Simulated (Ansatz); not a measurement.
# What NaB (Fm-3m) distorts into, part 3 of 3

Wanted: the energy along a soft mode of NaB (Fm-3m) and the structure at the end.

Ansatz 0.2.0; DFT PBEsol, scalar-relativistic, plane waves, PAW; PAW set soft_1.

So far. Step 4 (The mode frozen in, largest atomic shift 0.6 Å): The run ends at a pressure of -2.28 GPa, with forces up to 0.67 eV/Å. Step 5 (Energy along the mode, all amplitudes (two of the runs …): The lowest of the steps tried is the last one, at 0.6 Å, 99.1 meV/atom below the parent; the bottom of the well need not coincide with a step.

## Step 7: The new phase in its own primitive cell

The relaxed structure is symmetrised, reduced to its primitive cell and relaxed tightly, as its phonons need.

input.yaml reads:

```yaml
crystal:
  lattice:
    - [-4.0068221451, 5.1716310348, 1.598299221]
    - [4.0068221451, -5.1716310348, 1.598299221]
    - [4.0068221451, 5.1716310348, -1.598299221]
  atoms:
    - { symbol: Na, position: [0.1353200153, 0.6785658639, 0.8138858792] }
    - { symbol: Na, position: [0.6353200153, 0.8214341361, 0.4567541514] }
    - { symbol: Na, position: [0.3646799847, 0.1785658639, 0.5432458486] }
    - { symbol: Na, position: [0.8646799847, 0.3214341361, 0.1861141208] }
    - { symbol: B, position: [0.6058968318, 0.492923375, 0.0988202068] }
    - { symbol: B, position: [0.1058968318, 0.007076625, 0.1129734569] }
    - { symbol: B, position: [0.8941031682, 0.992923375, 0.8870265431] }
    - { symbol: B, position: [0.3941031682, 0.507076625, 0.9011797932] }
kpoints:
  mp_grid: { grid: [12, 12, 12] }
hamiltonian:
  xc: pbesol
  pseudopotentials: { kind: paw, azcp: { folder: soft_1 }, xc_functional: pbe }
scf:
  occupations: { method: methfessel_paxton, width: 0.2 }
output:
  forces: true
  stress: true
  eigenvalues: true
relax:
  adjacent_minimum: "off"
  f_tol: 0.001
  max_steps: 60
  cell: { stress_tol: 0.01 }
```

Launch:

```
ansatz run input.yaml --threads 4 --pin off --max-ram 10240MiB --backend cpu --events-out ev --progress --plain --runs-dir out
```

Numbers of over 12 decimals in the logs are rounded to 6 here.

Log:

```text
[...]
atoms:
    - { symbol: Na, position: [0.137209, 0.676356, 0.813565] }
    - { symbol: Na, position: [0.637209, 0.823644, 0.460852] }
    - { symbol: Na, position: [0.362791, 0.176356, 0.539148] }
    - { symbol: Na, position: [0.862791, 0.323644, 0.186435] }
    - { symbol: B, position: [0.604605, 0.492575, 0.097179] }
    - { symbol: B, position: [0.104605, 0.00742549, 0.112030] }
    - { symbol: B, position: [0.895395, 0.992575, 0.887970] }
    - { symbol: B, position: [0.395395, 0.507425, 0.902821] }
[key lines of the parts left out:]
SCF converged after 6 iterations
Free energy (F): -6511.175694 eV
Fermi energy:    5.035663 eV
P = ⅓ Tr σ = -0.0012 GPa (-0.012 kbar)
```

Elapsed: 2.8 min, on 4 threads of Arm Neoverse V2, shared host; peak memory 1.1 GiB; 11 min of CPU time.

Step by step:

| step | energy less that of the first step (eV) | largest force component (eV/Å) | pressure (GPa) | volume (Å³) |
| --- | --- | --- | --- | --- |
| 1 | 0.0000 | 0.1182 | -0.11 | 132.48 |
| 2 | -0.0219 | 0.1282 | -0.14 | 130.41 |
| 3 | 0.0430 | 0.6671 | 1.20 | 123.54 |
| 4 | -0.0395 | 0.0956 | -0.14 | 127.69 |
| 5 | -0.0443 | 0.0292 | 0.10 | 126.14 |
| 6 | -0.0457 | 0.0029 | 0.01 | 126.95 |
| 7 | -0.0457 | 0.0026 | 0.04 | 127.01 |
| 8 | -0.0457 | 0.0009 | 0.00 | 127.01 |
| 9 | -0.0457 | 0.0003 | 0.00 | 127.05 |
| 10* | -0.0448 | 0.0004 | -0.01 | 127.05 |
| 11 | -0.0449 | 0.0002 | 0.00 | 126.96 |
| 12* | -0.0448 | 0.0002 | 0.00 | 126.96 |

Relaxation steps marked * repeat the geometry before them on a plane-wave basis chosen anew for their cell, so energy and pressure can jump there. Relaxation steps 3, 7 were tried and not accepted.

The run keeps the 8 symmetry operations that it works with, so distortions that break them were not tested.

| conventional cell, symmetrised | before | after | change |
| --- | --- | --- | --- |
| a (Å) | 8.014 | 7.958 | -0.7 % |
| b (Å) | 10.343 | 9.902 | -4.3 % |
| c (Å) | 3.197 | 3.222 | +0.8 % |
| volume (Å³/atom) | 16.56 | 15.87 | -4.2 % |

The atoms that moved most (Å, as changes of fractional coordinates times the final cell):

| atom | dx | dy | dz | length |
| --- | --- | --- | --- | --- |
| Na4 | 0.018 | -0.019 | 0.000 | 0.026 |
| Na3 | -0.018 | -0.019 | 0.000 | 0.026 |
| Na1 | -0.018 | 0.019 | 0.000 | 0.026 |
| Na2 | 0.018 | 0.019 | 0.000 | 0.026 |
| B8 | 0.003 | 0.013 | 0.000 | 0.013 |
| B6 | 0.003 | -0.013 | 0.000 | 0.013 |
| B5 | -0.003 | -0.013 | 0.000 | 0.013 |
| B7 | -0.003 | 0.013 | 0.000 | 0.013 |

Final coordinates:

```cif
data_structure
_symmetry_space_group_name_H-M 'P 1'
_symmetry_Int_Tables_number 1
_cell_length_a 6.5531
_cell_length_b 6.5531
_cell_length_c 6.5531
_cell_angle_alpha 105.222
_cell_angle_beta 81.855
_cell_angle_gamma 151.536
_cell_volume 126.96
loop_
_atom_site_label
_atom_site_type_symbol
_atom_site_fract_x
_atom_site_fract_y
_atom_site_fract_z
_atom_site_occupancy
Na1 Na 0.13721 0.67636 0.81356 1
Na2 Na 0.63721 0.82364 0.46085 1
Na3 Na 0.36279 0.17636 0.53915 1
Na4 Na 0.86279 0.32364 0.18644 1
B5 B 0.60460 0.49257 0.09718 1
B6 B 0.10460 0.00743 0.11203 1
B7 B 0.89540 0.99257 0.88797 1
B8 B 0.39540 0.50743 0.90282 1
```

This step gave:

```yaml
pressure: -0.001173 GPa
volume_per_atom: 15.87 Å³
```

The largest force component left is 0.22 meV/Å and the pressure is -0.001 GPa, within the tolerances set. The cell now holds 15.87 Å³/atom.

## Step 8: Modes of the new phase, k-mesh 12×12×12

A relaxed structure may still be a saddle point, so its zone-centre modes are computed. No field response is asked, since the mesh shows no gap.

input.yaml, the sections that differ from step 7:

```yaml
crystal:
  lattice:
    - [-3.9791959742, 4.9511401026, 1.6110593459]
    - [3.9791959742, -4.9511401026, 1.6110593459]
    - [3.9791959742, 4.9511401026, -1.6110593459]
  atoms:
    - { symbol: Na, position: [0.1372085014, 0.6763562537, 0.8135647551] }
    - { symbol: Na, position: [0.6372085014, 0.8236437463, 0.4608522476] }
    - { symbol: Na, position: [0.3627914986, 0.1763562537, 0.5391477524] }
    - { symbol: Na, position: [0.8627914986, 0.3236437463, 0.1864352449] }
    - { symbol: B, position: [0.604604809, 0.4925745064, 0.0971793155] }
    - { symbol: B, position: [0.104604809, 0.0074254936, 0.1120303026] }
    - { symbol: B, position: [0.895395191, 0.9925745064, 0.8879696974] }
    - { symbol: B, position: [0.395395191, 0.5074254936, 0.9028206845] }
output:
  eigenvalues: true
phonons:
  method: dfpt
# kpoints, hamiltonian, scf: as in step 7
# relax: removed
```

Log:

```text
zone centre: on kpoints.mp_grid the ground state, and the responses unless they are solved on pairs of k-points, stand on 476 of the mesh's 1728 k-points, reduced under 2 symmetry operations, with k and −k counted as one. Each operation leaves every solved displacement unchanged or reverses it
[...]
Crystal: 8 atoms, lattice volume = 126.962 Å³
Basis set: ecut = 420 eV, 2469 PW (Γ), exchange–correlation on 96×96×96 points (8 copies of the dense FFT grid, shifted against one another)
Bands: 32, of which v1, the nominal top of the filled ones, is band 24 counted from 1 (23 counted from 0)
Symmetry: 8 space group operations
k-points: 476 of 1728 (irreducible under 2 space group operations, time reversal used)
[...]
SCF iter   1: F=—  HF=-6512.247438 eV  |F-HF|=—  |Δ(HF+E_count)|=         —  Δρ=4.88e-2  dr2=3.23e0  ethr=3.10e-3  ⟨swp⟩=5.8  Hψ=63629  notcnv=0
[...]
SCF iter  12: F=-6511.175694 eV  HF=-6511.175694 eV  |F-HF|=3.64e-12  |Δ(HF+E_count)|=  8.64e-11  S|Δr|=    0.00e0  Δρ=5.08e-8  dr2=3.79e-12  ethr=1.00e-12  ⟨swp⟩=12.8  Hψ=90323  notcnv=0
SCF 1 converged in 12 iterations: F = -6511.175694 eV  dr2 = 3.79e-12
[...]
DFPT response loops at Γ: preconditioner auto → Kerker (q_TF=auto, 2.320 Å⁻¹) (partly filled bands, converged f_vac=0.000); β = 1.00, the filter's whole step (`scf.mixing.beta` (0.50) is not read by the response loops under this deck's `scf.mixing.preconditioner`; to damp them name `kerker` or `kerker_dos`, under which they read `scf.mixing.beta`, and type it under 1.00, their step now; both keys bind the ground state too); Broyden in place of MSR1
SCF converged after 12 iterations
[...]
Free energy (F): -6511.175694 eV
[...]
Internal energy: -6511.171954 eV  (E = F + TS)
E sigma→0 (E₀):  -6511.174759 eV
Entropy (-TS):   -0.003740 eV (-0.467 meV/atom)
Fermi energy:    5.035663 eV
[...]
--- Band table (eV; the first three rows and the last of 476) ---
  k-point 0: bands = [... 20 lower, 0.6247, 2.2430, 2.2646, 3.2455, 5.2886, 7.2517, 7.7365, 8.1347, ... 4 higher]
  k-point 1: bands = [... 20 lower, 0.6211, 2.2648, 2.2751, 3.2392, 5.3667, 7.0080, 7.7355, 8.3547, ... 4 higher]
  k-point 2: bands = [... 20 lower, 0.6029, 2.2655, 2.3667, 3.2330, 5.5819, 6.6055, 7.7322, 8.1239, ... 4 higher]
  k-point 475: bands = [... 20 lower, 0.5541, 2.2722, 3.1556, 3.3862, 4.6714, 6.7837, 7.6965, 8.5855, ... 4 higher]
--- Phonons (Γ-DFPT): 6 representative perturbations + reference, on 476 of 1728 k-points (Σ response iterations 18) ---
  k mesh reduced under 2 symmetry operations, with k and −k counted as one. Each operation leaves every solved displacement unchanged or reverses it
  ASR residual: 7.660e-5 → 0.000e0 eV/Å²; symmetrization residual: 2.847e-6 eV/Å²
  ASR residual per site (eV/Å²): 7.66e-5 7.66e-5 7.66e-5 7.66e-5 7.05e-6 7.05e-6 7.05e-6 7.05e-6
  Γ frequencies (cm⁻¹): -320.87 -80.64 0.00 0.00 0.00 46.43 80.41 97.15 106.05 108.74 132.26 165.51 170.17 178.58 186.37 217.28 233.24 253.25 262.16 335.56 380.00 441.84 1192.72 1320.20
  non-analytic LO–TO correction: not included (Born effective charges unavailable; polar crystals: no LO–TO splitting at Γ)
```

Elapsed: 5.8 min, on 4 threads; peak memory 5.2 GiB.

This step gave:

```yaml
sum_rule_residual_before_enforcement: 7.66e-5 eV/Å²
point_group: mmm
highest_optical_mode_at_the_zone_centre_no_lo_to_term: 1320 cm⁻¹
lowest_optical_zone_centre_mode: -320.9 cm⁻¹
```

Patterns of degenerate modes are one choice out of their space. The modes at Γ (shares of kinetic energy by element, %) (negative means imaginary):

| mode | frequency (cm⁻¹) | symmetry | Na % | B % |
| --- | --- | --- | --- | --- |
| 1 | -320.9 | B3g | 0 | 100 |
| 2 | -80.6 | B1g | 80 | 20 |
| 3 | 0.0 | acoustic | 68 | 32 |
| 4 | 0.0 | acoustic | 68 | 32 |
| 5 | 0.0 | acoustic | 68 | 32 |
| 6 | 46.4 | B1u | 32 | 68 |
| 7 | 80.4 | B2u | 33 | 67 |
| 8 | 97.2 | Au | 100 | 0 |
| 9 | 106.0 | B2g | 100 | 0 |
| 10 | 108.7 | B3g | 100 | 0 |
| 11 | 132.3 | B3u | 87 | 13 |
| 12 | 165.5 | Ag | 98 | 2 |
| 13 | 170.2 | B1g | 92 | 8 |
| 14 | 178.6 | B2u | 94 | 6 |
| 15 | 186.4 | B1g | 5 | 95 |
| 16 | 217.3 | B3u | 16 | 84 |
| 17 | 233.2 | Ag | 99 | 1 |
| 18 | 253.2 | B3u | 29 | 71 |
| 19 | 262.2 | B1g | 23 | 77 |
| 20 | 335.6 | B2u | 6 | 94 |
| 21 | 380.0 | Ag | 1 | 99 |
| 22 | 441.8 | Ag | 2 | 98 |
| 23 | 1192.7 | B2g | 0 | 100 |
| 24 | 1320.2 | Au | 0 | 100 |

Displacements in mode 1 (-320.9 cm⁻¹), the largest set to 1:
```
Na1  0.00  0.00 -0.01
Na2  0.00  0.00 -0.01
Na3  0.00  0.00  0.01
Na4  0.00  0.00  0.01
B5   0.00  0.00 -1.00
B6   0.00  0.00 -1.00
B7   0.00  0.00  1.00
B8   0.00  0.00  1.00
```

Displacements in mode 24 (1320.2 cm⁻¹), the largest set to 1:
```
Na1  0.00  0.00  0.00
Na2  0.00  0.00  0.00
Na3  0.00  0.00  0.00
Na4  0.00  0.00  0.00
B5   0.00  0.00 -1.00
B6   0.00  0.00  1.00
B7   0.00  0.00  1.00
B8   0.00  0.00 -1.00
```

Before it was imposed, the acoustic sum rule was missed by 7.7e-5 eV/Å². Small misses are needed for a sound result but don't prove that mesh and cutoff are converged. The lowest optical mode is imaginary, 320.9i cm⁻¹, so the energy falls along it.

## Step 9: What came out

| Item | Value |
| --- | --- |
| unstable mode of the parent | q = (0.25, -0.5, -0.25), 175i cm⁻¹ |
| depth at the lowest point sampled | 99.1 meV/atom |
| largest atomic shift at that point | 0.6 Å |
| space group reached (within 0.01 Å) | Ibam |
| energy gained over the parent (first relaxation, on the mesh of the frozen mode) | 1563 meV/atom |
| volume per atom, phase reached | 15.9 Å³ |
| lowest optical zone-centre mode, phase reached | -321 cm⁻¹ |
| highest optical mode at the zone centre (no LO-TO term), phase reached | 1320 cm⁻¹ |

In words: Along this mode the structure falls into Ibam, 1563 meV/atom below the parent. At the parent's cell the well is 99.13 meV/atom deep on the steps tried, with its lowest point at a shift of 0.6 Å. That is the last step tried, so the steps alone don't bracket the bottom of the well. Relaxing atoms and cell changes the gain by +1463.46 meV/atom against the lowest step (energies at zero smearing). Most of the total comes from this relaxation. The new phase still has an imaginary mode at the zone centre of its cell, so it is a saddle point on the way to a lower structure. Of the 4 patterns followed to their end from this parent, this one reaches the lowest energy. Each path keeps the symmetry of its pattern, so a lower phase may lie along a pattern not tried. With no gap, or one that is small against the smearing, the frequencies hang on the k mesh and the smearing, most of all near Kohn anomalies. The volume moved by more than a tenth on the k mesh of the start, so the energy gain is rough. The PAW files were made for PBE and serve the other functionals too. A phonon run warned that its eigensolver left some bands unconverged in a pass.

[Logs are printed without paths, hosts, clocks, repeated set-up lines and the standing remarks that a program may print on its own settings, such as how far it seeks lower states.]

[Hosts, paths, dates, database ids (printed as entryN), source tags and the programs' standing remarks are cut or masked in the printed files.]
